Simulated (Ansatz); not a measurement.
# Li wire along [100], 5 atoms a period: bands by functional and under strain, part 3 of 3

What gap, if any, does the Li wire along [100], 5 atoms a period have, and how does it change with the functional and under strain?

Ansatz 0.2.0; DFT PBE, plane waves, PAW; relaxation of a wire's period (the session's first sound run).

So far. Step 4 (Levels at the same atoms, level LDA, cutoff 420 eV): Bands cross the Fermi level, as under PBE at the relaxed period. Step 5 (Another level of theory, level PBEsol, cutoff 420 eV): Bands cross the Fermi level, as under PBE at the relaxed period.

### 6. Another level of theory, level r2SCAN, cutoff 500 eV

This step: DFT r2SCAN, plane waves, PAW; bands of a perfect wire at the PBE geometry (Ansatz 0.2.0).

The atoms stay at the PBE geometry and the functional changes. r2SCAN also reads the kinetic-energy density; it often gives larger moments and wider gaps than PBE, at a higher cost. Against the first PBE run of this kind, the cutoff is 500 eV against 420 and the mesh along the wire has 19 points against 25.

Contents of input.yaml:

```yaml
crystal:
  lattice:
    - [10.24, 0.0, 0.0]
    - [0.0, 10.24, 0.0]
    - [0.0, 0.0, 3.2442252902]
  atoms:
    - { symbol: Li, position: [0.5, 0.5, 0.0] }
    - { symbol: Li, position: [0.345001351, 0.345001351, 0.5] }
    - { symbol: Li, position: [0.345001351, 0.654998649, 0.5] }
    - { symbol: Li, position: [0.654998649, 0.345001351, 0.5] }
    - { symbol: Li, position: [0.654998649, 0.654998649, 0.5] }
kpoints:
  mp_grid: { grid: [1, 1, 19] }
  band_path: { path: ["Γ", Z], npoints: 50 }
scf:
  occupations: { method: fermi_dirac, width: 0.05 }
hamiltonian:
  xc: r2scan
```

On the command line:

```bash
$ ansatz run input.yaml --threads 8 --pin off --max-ram 16384MiB --backend cpu --events-out ev --progress --plain --runs-dir out
```

Numbers of over 12 decimals in the logs are rounded to 6 here.

The log of the run:

```text
[...]
Crystal: 5 atoms, lattice volume = 340.182 Å³
Basis set: ecut = 500 eV, 8583 PW (Γ), exchange–correlation on 300×300×96 points (64 copies of the dense FFT grid, shifted against one another)
Bands: 13, of which v1, the nominal top of the filled ones, is band 8 counted from 1 (7 counted from 0)
Symmetry: 16 space group operations
[...]
k-points: 10 of 19
[...]
--- Band table (eV; the first three rows and the last of 10) ---
  k-point 0: bands = [... 4 lower, -48.9593, -4.2219, -2.5696, -2.5696, -1.2566, -1.0447, -0.4840, 0.0990, ... 1 higher]
  k-point 1: bands = [... 4 lower, -48.9592, -4.1906, -2.5355, -2.5355, -1.2201, -1.0025, -0.4508, 0.1412, ... 1 higher]
  k-point 2: bands = [... 4 lower, -48.9590, -4.0966, -2.4336, -2.4336, -1.1117, -0.8758, -0.3521, 0.2677, ... 1 higher]
  k-point 9: bands = [... 4 lower, -48.9560, -1.7538, -1.1906, -0.3773, -0.3773, 1.4453, 1.7467, 1.7467, ... 1 higher]
[key lines of the parts left out:]
SCF converged after 8 iterations
Free energy (F): -1023.225222 eV
Fermi energy:    -1.223610 eV
```

Elapsed: 1.8 s, on 8 threads of Intel Xeon 6975P-C (Granite Rapids), shared host; peak memory 0.92 GiB.

Electronic bands along the path, in eV, zero at the Fermi level:

```csv
point,band 6,band 7,band 8,band 9,band 10,band 11,band 12
Γ,-3.00,-1.35,-1.35,-0.03,0.18,0.74,1.32
halfway,-2.29,-0.60,-0.60,0.73,1.13,1.46,2.27
Z,-0.33,-0.17,0.89,0.89,2.70,2.92,2.92
```

The electronic bands as a text plot (rows in eV, shown from -3.0 to 1.3 only):

```
    1.2 |*                    ****    **
    1.1 |               ******    ****     *******
    0.9 |       ********       ***     ****       ***       *****
    0.7 |*******           ****   *****              **  ***
    0.5 |              ****   ****                   *****
    0.3 |       *******  *****                     **     **
    0.2 |*******   ******                       ***         **
    0.0 |**********                          ***              *
   -0.2 |                                 ***                  **
   -0.4 |                              ***                    ***
   -0.6 |                          ****                      *
   -0.7 |                       ***                        **
   -0.9 |                  *****                         **
   -1.1 |            ******                           ***
   -1.3 |************                               **
   -1.5 |                                        ***
   -1.6 |                                      **
   -1.8 |                                   ***
   -2.0 |                                ***
   -2.2 |                             ***
   -2.4 |                        *****
   -2.5 |                    ****
   -2.7 |              ******
   -2.9 |**************
         Γ                                                      Z
```

Bands cross the Fermi level, as under PBE at the relaxed period.

### 7. At a strained period, period over the relaxed period 1.1, k-mesh 1×1×17

This step: DFT PBE, plane waves, PAW; relaxation at a fixed period (Ansatz 0.2.0).

The period is set to 1.1 times the relaxed one and the atoms relax within it: strain changes bond lengths and angles, which shifts the bands against each other. Against the first PBE run of this kind, the mesh along the wire has 17 points against 25.

The cell differs from the one that the last finished run ended in (c 3.244 → 3.569 Å).

Changes to input.yaml since step 6:

```diff
@@ -4,3 +4,3 @@
     - [0.0, 10.24, 0.0]
-    - [0.0, 0.0, 3.2442252902]
+    - [0.0, 0.0, 3.5686478193]
   atoms:
@@ -12,3 +12,3 @@
 kpoints:
-  mp_grid: { grid: [1, 1, 19] }
+  mp_grid: { grid: [1, 1, 17] }
   band_path: { path: ["Γ", Z], npoints: 50 }
@@ -17,2 +17,7 @@
 hamiltonian:
-  xc: r2scan
+  xc: pbe
+relax:
+  max_steps: 40
+  f_tol: 0.02
+output:
+  stress: true
```

The log of the run:

```text
Warning: output.stress: scf.convergence.dr2_threshold = 1e-7 eV (the SCF's general default) is looser than the 5e-10 eV advised for a printed stress (1e-10 eV for each atom of the cell: 5). What an SCF threshold leaves in a stress goes as its square root, and in the free energy as the threshold itself, and one threshold admits the most on a small cell: [figures from the program's tests cut] Every solve of this run an [...]
[...]
Crystal: 5 atoms, lattice volume = 374.200 Å³
Basis set: ecut = 420 eV, 7231 PW (Γ), exchange–correlation on 144×144×48 points (8 copies of the dense FFT grid, shifted against one another)
Bands: 13, of which v1, the nominal top of the filled ones, is band 8 counted from 1 (7 counted from 0)
Symmetry: 16 space group operations
[...]
k-points: 9 of 17
[...]
SCF iter   1: F=—  HF=-1020.970988 eV  |F-HF|=—  |Δ(HF+E_count)|=         —  Δρ=1.37e-3  dr2=3.76e-2  ethr=1.77e-3  ⟨swp⟩=6.7  Hψ=781  notcnv=0
[...]
SCF iter   6: F=-1020.975390 eV  HF=-1020.975390 eV  |F-HF|=9.67e-8  |Δ(HF+E_count)|=   1.92e-6  Δρ=3.25e-6  dr2=1.31e-7  ethr=1.54e-8  ⟨swp⟩=2.0  Hψ=327  notcnv=0
SCF 1 converged in 6 iterations: F = -1020.975390 eV  dr2 = 1.31e-7
[...]
relax step   1: F+E_penalty+E_count = -1020.97539015 eV  Δ(F+E_penalty+E_count) = +0.000e0 eV  max|allowed force component| = 6.306e-2 eV/Å  Δτ_max = 0.0000 Å  (6 SCF iters, dr2 threshold 1.00e-5 eV, accepted)
[...]
SCF iter   6: F=-1020.986106 eV  HF=-1020.986106 eV  |F-HF|=1.68e-9  |Δ(HF+E_count)|=   4.22e-8  Δρ=6.01e-7  dr2=4.43e-9  ethr=6.67e-10  ⟨swp⟩=4.0  Hψ=321  notcnv=0
SCF 2 converged in 6 iterations: F = -1020.986106 eV  dr2 = 4.43e-9
[...]
relax step   2: F+E_penalty+E_count = -1020.98610573 eV  Δ(F+E_penalty+E_count) = -1.072e-2 eV  max|allowed force component| = 1.486e-2 eV/Å  Δτ_max = 0.0479 Å  (6 SCF iters, accepted)
[...]
the band table was solved once a step of the walk had ended and its energy, with any forces and stress, was formed, with the checks that follow a solve (906 applications of the Hamiltonian). They found nothing against the state; the energy, forces and stress were not computed again (output.eigenvalues in the input reference)
[...]
SCF converged after 6 iterations
Free energy (F): -1020.986106 eV
[...]
Internal energy: -1020.963423 eV  (E = F + TS)
E sigma→0 (E₀):  -1020.974764 eV
Entropy (-TS):   -0.022683 eV (-4.537 meV/atom)
Fermi energy:    -1.291788 eV
[...]
--- Forces (eV/Å), atoms counted from 1 ---
  atom   1  Li    -0.00000000     0.00000000     0.00000000
  atom   2  Li     0.01485965     0.01485965     0.00000000
  atom   3  Li     0.01485965    -0.01485965     0.00000000
  atom   4  Li    -0.01485965     0.01485965     0.00000000
  atom   5  Li    -0.01485965    -0.01485965     0.00000000
  max |Σ_I F_I| component: 5.20e-18 eV/Å
--- Stress (GPa, compression-positive) ---
        0.155457       0.000000       0.000000
        0.000000       0.155457       0.000000
        0.000000       0.000000      -0.612777
  P = ⅓ Tr σ = -0.1006 GPa (-1.006 kbar)
--- Band table (eV; the first three rows and the last of 9) ---
  k-point 0: bands = [... 4 lower, -47.6030, -3.9210, -2.3643, -2.3643, -1.1964, -0.9803, -0.5115, 0.1128, ... 1 higher]
  k-point 1: bands = [... 4 lower, -47.6030, -3.8911, -2.3319, -2.3319, -1.1634, -0.9410, -0.4798, 0.1525, ... 1 higher]
  k-point 2: bands = [... 4 lower, -47.6029, -3.8017, -2.2351, -2.2351, -1.0661, -0.8235, -0.3850, 0.2714, ... 1 higher]
  k-point 8: bands = [... 4 lower, -47.6022, -2.0714, -1.5075, -0.6288, -0.6288, 0.7960, 0.7960, 1.0865, ... 1 higher]
--- Relaxed structure (2 steps of the walk, 2 accepted, 0 SCFs on fresh bases) ---
  F+E_penalty+E_count = -1020.98610573 eV   max|allowed force component| = 1.486e-2 eV/Å
  atoms:
    - { symbol: Li, position: [0.5, 0.5, 0.0] }
    - { symbol: Li, position: [0.348307, 0.348307, 0.500000] }
    - { symbol: Li, position: [0.348307, 0.651693, 0.500000] }
    - { symbol: Li, position: [0.651693, 0.348307, 0.500000] }
    - { symbol: Li, position: [0.651693, 0.651693, 0.500000] }
```

Wall time 1.2 s (8 threads); peak memory 0.72 GiB; 6.7 s of CPU time.

Relaxation path:

```csv
step,energy less that of the first step (eV),largest force component (eV/Å)
1,0.0000,0.0631
2,-0.0107,0.0149
```

Forces are held to the 16 operations that the run works with; a distortion that breaks them can't arise in this run.

The atoms that moved most (Å):

```csv
atom,dx,dy,dz,length
Li2,0.034,0.034,0.000,0.048
Li3,0.034,-0.034,0.000,0.048
Li4,-0.034,0.034,0.000,0.048
Li5,-0.034,-0.034,0.000,0.048
```

Final coordinates:

```xyz
5
Lattice="10.2400 0.0000 0.0000 0.0000 10.2400 0.0000 0.0000 0.0000 3.5686" Properties=species:S:1:pos:R:3
Li    5.1200    5.1200    0.0000
Li    3.5667    3.5667    1.7843
Li    3.5667    6.6733    1.7843
Li    6.6733    3.5667    1.7843
Li    6.6733    6.6733    1.7843
```

Numbers from this step:

```yaml
energy_at_zero_smearing: -1020.9748 eV
```

The electronic bands at the labelled points (eV, zero at the Fermi level):

```csv
point,band 6,band 7,band 8,band 9,band 10,band 11,band 12
Γ,-2.63,-1.07,-1.07,0.10,0.31,0.78,1.40
halfway,-2.09,-0.50,-0.50,0.62,1.01,1.34,2.12
Z,-0.65,-0.35,0.71,0.71,2.03,2.03,2.43
```

The electronic bands as a text plot (rows in eV, shown from -2.6 to 1.4 only):

```
    1.3 |*                        *****  ***
    1.2 |                    *****    ***
    1.0 |             *******     ****
    0.8 |*************         ***        ***
    0.6 |                ******    *******   *****         ******
    0.5 |          ******     *****               ***  ****
    0.3 |**********   ********                      ***
    0.1 |*************                           ***   ***
    0.0 |                                    ****         **
   -0.2 |                                 ***               **
   -0.4 |                              ***                    ***
   -0.5 |                         *****
   -0.7 |                    *****                            ***
   -0.9 |             *******                              ***
   -1.0 |*************                                   **
   -1.2 |                                            ****
   -1.4 |                                          **
   -1.5 |                                       ***
   -1.7 |                                   ****
   -1.9 |                               ****
   -2.0 |                           ****
   -2.2 |                      *****
   -2.4 |               *******
   -2.5 |***************
         Γ                                                      Z
```

Bands cross the Fermi level, as under PBE at the relaxed period.

### 8. Strain along the wire, period over the relaxed period 1.03, k-mesh 1×1×18

The period is set to 1.03 times the relaxed one and the atoms relax within it: strain changes bond lengths and angles, which shifts the bands against each other. Against the first PBE run of this kind, the mesh along the wire has 18 points against 25.

The cell differs from the one that the last finished run ended in (c 3.569 → 3.342 Å).

Changes to input.yaml since step 7:

```diff
@@ -4,3 +4,3 @@
     - [0.0, 10.24, 0.0]
-    - [0.0, 0.0, 3.5686478193]
+    - [0.0, 0.0, 3.341552049]
   atoms:
@@ -12,3 +12,3 @@
 kpoints:
-  mp_grid: { grid: [1, 1, 17] }
+  mp_grid: { grid: [1, 1, 18] }
   band_path: { path: ["Γ", Z], npoints: 50 }
```

The log of the run:

```text
[...]
Crystal: 5 atoms, lattice volume = 350.387 Å³
Basis set: ecut = 420 eV, 6855 PW (Γ), exchange–correlation on 144×144×48 points (8 copies of the dense FFT grid, shifted against one another)
Bands: 13, of which v1, the nominal top of the filled ones, is band 8 counted from 1 (7 counted from 0)
Symmetry: 16 space group operations
[...]
--- Relaxed structure (2 steps of the walk, 2 accepted, 0 SCFs on fresh bases) ---
  F+E_penalty+E_count = -1021.04785315 eV   max|allowed force component| = 1.983e-2 eV/Å
  atoms:
    - { symbol: Li, position: [0.500000, 0.500000, 0.0] }
    - { symbol: Li, position: [0.345001, 0.345001, 0.500000] }
    - { symbol: Li, position: [0.345001, 0.654999, 0.500000] }
    - { symbol: Li, position: [0.654999, 0.345001, 0.500000] }
    - { symbol: Li, position: [0.654999, 0.654999, 0.500000] }
[key lines of the parts left out:]
SCF converged after 2 iterations
Free energy (F): -1021.047853 eV
Fermi energy:    -1.264539 eV
P = ⅓ Tr σ = -0.0058 GPa (-0.058 kbar)
```

Elapsed: 1.1 s, on 8 threads; peak memory 0.69 GiB; 6.3 s of CPU time.

No atom moved by 0.005 Å in the relaxation.

Numbers from this step:

```yaml
energy_at_zero_smearing: -1021.0343 eV
```

Electronic bands along the path, in eV, zero at the Fermi level:

```csv
point,band 6,band 7,band 8,band 9,band 10,band 11,band 12
Γ,-2.68,-1.17,-1.17,0.02,0.25,0.65,1.25
halfway,-2.07,-0.52,-0.52,0.66,1.06,1.27,2.07
Z,-0.39,-0.20,0.77,0.77,2.41,2.45,2.45
```

The electronic bands as a text plot (rows in eV, shown from -2.7 to 1.3 only):

```
    1.2 |*                      ****  **
    1.0 |                  *****  ****
    0.8 |            ******    ***      ***********            **
    0.7 |************      ****    *****           **     *****
    0.5 |              ****    ****                  *****
    0.4 |     *********   *****                     ******
    0.2 |*****     *******                       ***      **
    0.0 |**********                            **           **
   -0.1 |                                  ****               ***
   -0.3 |                               ***
   -0.5 |                           ****                      ***
   -0.6 |                       ****                        **
   -0.8 |                  *****                          **
   -1.0 |             *****                            ***
   -1.1 |*************                               **
   -1.3 |                                         ***
   -1.5 |                                       **
   -1.6 |                                   ****
   -1.8 |                                 **
   -1.9 |                             ****
   -2.1 |                         ****
   -2.3 |                     ****
   -2.4 |              *******
   -2.6 |**************
         Γ                                                      Z
```

Bands cross the Fermi level, as under PBE at the relaxed period.

### 9. A varied input

This step: DFT LDA, plane waves, PAW; bands of a perfect wire at the PBE geometry; changed: basis.ecutrho_ratio = 9, scf.convergence.dr2_threshold = 1e-11 (Ansatz 0.2.0).

The atoms of the band run (LDA) are kept and the input is varied, to see whether the result depends on it.

Changes to input.yaml since step 8:

```diff
@@ -4,3 +4,3 @@
     - [0.0, 10.24, 0.0]
-    - [0.0, 0.0, 3.341552049]
+    - [0.0, 0.0, 3.2442252902]
   atoms:
@@ -12,3 +12,3 @@
 kpoints:
-  mp_grid: { grid: [1, 1, 18] }
+  mp_grid: { grid: [1, 1, 19] }
   band_path: { path: ["Γ", Z], npoints: 50 }
@@ -16,8 +16,6 @@
   occupations: { method: fermi_dirac, width: 0.05 }
+  convergence: { dr2_threshold: 1.0e-11 }
 hamiltonian:
-  xc: pbe
-relax:
-  max_steps: 40
-  f_tol: 0.02
-output:
-  stress: true
+  xc: lda
+basis:
+  ecutrho_ratio: 9
```

The log of the run:

```text
[...]
Crystal: 5 atoms, lattice volume = 340.182 Å³
Basis set: ecut = 420 eV, 6679 PW (Γ)
Bands: 13, of which v1, the nominal top of the filled ones, is band 8 counted from 1 (7 counted from 0)
Symmetry: 16 space group operations
[...]
k-points: 10 of 19
[...]
SCF iter   1: F=—  HF=-1005.652781 eV  |F-HF|=—  |Δ(HF+E_count)|=         —  Δρ=2.70e-3  dr2=4.10e-2  ethr=1.77e-3  ⟨swp⟩=6.6  Hψ=847  notcnv=0
[...]
SCF iter  11: F=-1005.639657 eV  HF=-1005.639657 eV  |F-HF|=2.27e-13  |Δ(HF+E_count)|=  1.48e-11  Δρ=1.19e-8  dr2=1.23e-12  ethr=1.00e-12  ⟨swp⟩=2.1  Hψ=256  notcnv=0
SCF 1 converged in 11 iterations: F = -1005.639657 eV  dr2 = 1.23e-12
[...]
SCF converged after 11 iterations
Free energy (F): -1005.639657 eV
[...]
Internal energy: -1005.609958 eV  (E = F + TS)
E sigma→0 (E₀):  -1005.624808 eV
Entropy (-TS):   -0.029699 eV (-5.940 meV/atom)
Fermi energy:    -1.389360 eV
[...]
--- Band table (eV; the first three rows and the last of 10) ---
  k-point 0: bands = [... 4 lower, -46.6223, -4.0558, -2.5661, -2.5661, -1.4290, -1.1944, -0.7211, -0.2112, ... 1 higher]
  k-point 1: bands = [... 4 lower, -46.6222, -4.0280, -2.5358, -2.5358, -1.3957, -1.1559, -0.6917, -0.1725, ... 1 higher]
  k-point 2: bands = [... 4 lower, -46.6219, -3.9446, -2.4450, -2.4450, -1.2967, -1.0403, -0.6042, -0.0566, ... 1 higher]
  k-point 9: bands = [... 4 lower, -46.6189, -1.8600, -1.3483, -0.6271, -0.6271, 1.0149, 1.3136, 1.3136, ... 1 higher]
```

It took 1.1 s on 8 threads; peak memory 0.84 GiB.

This step gave:

* energy at zero smearing: -1005.6248 eV

It took 1.1 s against 0.78 s for the run it varies.

Against step 4 (now other threshold and other density grid), the free energy stays within 0.05 meV an atom. The total energy is settled to 1 meV an atom between these two settings.

### 10. What came out

| Quantity | Value |
| --- | --- |
| cell length, PBE | 3.244 Å |
| conductance, PBE | 3.64 G₀ |
| gap, period scaled by 1.1 | none |
| gap, period scaled by 1.03 | none |

**Reading.** Under PBE the cell's length is 3.24 Å, and it is a metal with 4 channels a spin next to the Fermi level, 3.64 G₀ at 300 K. A perfect wire passes every open channel, so the conductance counts half a G₀ for each forward-moving state at the Fermi level, spin by spin; the value here is no such multiple, since a band edge lies within the thermal window. Transport is coherent and elastic here: the atoms are frozen, so scattering by vibrations plays no part.

[Logs are printed without paths, hosts, clocks, repeated set-up lines and the standing remarks that a program may print on its own settings, such as how far it seeks lower states.]

[Hosts, paths, dates, database ids (printed as entryN), source tags and the programs' standing remarks are cut or masked in the printed files.]
